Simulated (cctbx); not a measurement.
**Accept or mend?**

Cell a = 4.7670 Å, b = 42.1560 Å, c = 3.9000 Å, α = 90.00°, β = 90.00°, γ = 90.00°; space group Cmmm (no. 65).

Simulated single-crystal data (cctbx): Cu Kα, λ = 1.54184 Å, to d = 0.83 Å, 95 % of the full sphere, strongest reflection 40000 counts, noise from counting, a 1.5 % proportional error and a noise floor of 15 counts (s.d.); no absorption.

An anisotropic refinement with weights 1/σ² prints:

```text
Rint 0.026, 476 unique reflections to 0.83 A
cycle     R1     wR2    GooF  max shift (A)
   1  0.0390  0.0555   2.228   0.00359
   2  0.0235  0.0342   1.372   0.00026
final R1 0.0235 wR2 0.0342 GooF 1.372  parameters 58  data/parameter 8.2
atom        x        y        z      Ueq    occ   su(xyz)  su(Uiso or U11)
Ce1    0.00000  0.40034  0.00000   0.0066  1.000  0.00003  0.0005
Ce2    0.50000  0.29894  0.00000   0.0065  1.000  0.00002  0.0004
Rh1    0.00000  0.00000  0.00000   0.0083  1.000  0.00000  0.0010
Co1    0.25986  0.45278  0.50000   0.0106  1.000  0.00045  0.0012
Co2    0.76635  0.34892  0.50000   0.0107  1.000  0.00045  0.0010
Co3    0.25000  0.25000  0.50000   0.0102  1.000  0.00000  0.0017
Co4    0.50000  0.00000  0.50000   0.0082  1.000  0.00000  0.0020
Co5    0.50000  0.40244  0.50000   0.0124  1.000  0.00007  0.0014
Co6    0.00000  0.29968  0.50000   0.0083  1.000  0.00006  0.0012
Co7    0.50000  0.43790  0.00000   0.0091  1.000  0.00006  0.0015
Co8    0.00000  0.33421  0.00000   0.0103  1.000  0.00007  0.0016
Co9    0.50000  0.23221  0.00000   0.0105  1.000  0.00006  0.0015
Zn1    0.00000  0.13255  0.00000   0.0203  1.000  0.00007  0.0015
Co10   0.50000  0.02931  0.00000   0.0103  1.000  0.00006  0.0016
difference map: max 2.75 min -2.17 rms 0.45
Q1    0.0000  0.0000  0.5000    2    2.75  1.95 A from Rh1
Q2    0.0000  0.5000  0.0000    2    2.40  1.24 A from Co10
Q3    0.0000  0.1315  0.5000    4    2.14  1.43 A from Co5
Q4    0.2564  0.0883  0.5000    8    1.86  1.28 A from Co5
Q5    0.0710  0.4906  0.5000    8    1.74  0.52 A from Co4
Q6    0.2500  0.2500  0.0000    4    1.54  1.41 A from Co9
```

**Question.** Can this result stand? If not, what is the likely fault?

Mend it. The fault: wrong element: Zn1 is Co. Against the right model at the same level, R1 goes from 0.0158 to 0.0235 and GooF from 0.90 to 1.37 and U of Zn1 swells from 0.0104 to 0.0203 Å². Zn1 has 3 electrons too many and its U swells to shed them, as expected.

The compound is Ce4Co25Rh. The right model at the same level gives:

```text
Rint 0.026, 476 unique reflections to 0.83 A
cycle     R1     wR2    GooF  max shift (A)
   1  0.0164  0.0233   0.936   0.00247
   2  0.0158  0.0225   0.902   0.00031
final R1 0.0158 wR2 0.0225 GooF 0.902  parameters 58  data/parameter 8.2
atom        x        y        z      Ueq    occ   su(xyz)  su(Uiso or U11)
Ce1    0.00000  0.40031  0.00000   0.0070  1.000  0.00002  0.0003
Ce2    0.50000  0.29890  0.00000   0.0068  1.000  0.00001  0.0003
Rh1    0.00000  0.00000  0.00000   0.0090  1.000  0.00000  0.0006
Co1    0.26007  0.45280  0.50000   0.0105  1.000  0.00029  0.0008
Co2    0.76674  0.34890  0.50000   0.0114  1.000  0.00029  0.0007
Co3    0.25000  0.25000  0.50000   0.0102  1.000  0.00000  0.0011
Co4    0.50000  0.00000  0.50000   0.0088  1.000  0.00000  0.0013
Co5    0.50000  0.40245  0.50000   0.0124  1.000  0.00004  0.0009
Co6    0.00000  0.29970  0.50000   0.0090  1.000  0.00004  0.0008
Co7    0.50000  0.43794  0.00000   0.0099  1.000  0.00004  0.0010
Co8    0.00000  0.33424  0.00000   0.0104  1.000  0.00004  0.0010
Co9    0.50000  0.23226  0.00000   0.0110  1.000  0.00004  0.0010
Co10   0.00000  0.13253  0.00000   0.0104  1.000  0.00005  0.0009
Co11   0.50000  0.02927  0.00000   0.0099  1.000  0.00004  0.0010
difference map: max 1.90 min -1.85 rms 0.36
Q1    0.0000  0.5000  0.0000    2    1.90  1.23 A from Co11
Q2    0.0000  0.0499  0.2019    8    1.76  0.94 A from Co7
Q3    0.0840  0.4913  0.5000    8    1.51  0.54 A from Co4
Q4    0.0000  0.1464  0.5000    4    1.42  1.29 A from Co2
Q5    0.0000  0.3098  0.0000    4    1.37  1.03 A from Co8
Q6    0.0000  0.1041  0.5000    4    1.34  0.27 A from Co5
```

The model was made for the exercise: a known structure type with other elements put in, its volume estimated, not relaxed; displacement parameters are assumed.

[Middle refinement cycles are left out of these outputs.]

[Logs are printed without paths, hosts, clocks, repeated set-up lines and the standing remarks that a program may print on its own settings, such as how far it seeks lower states.]
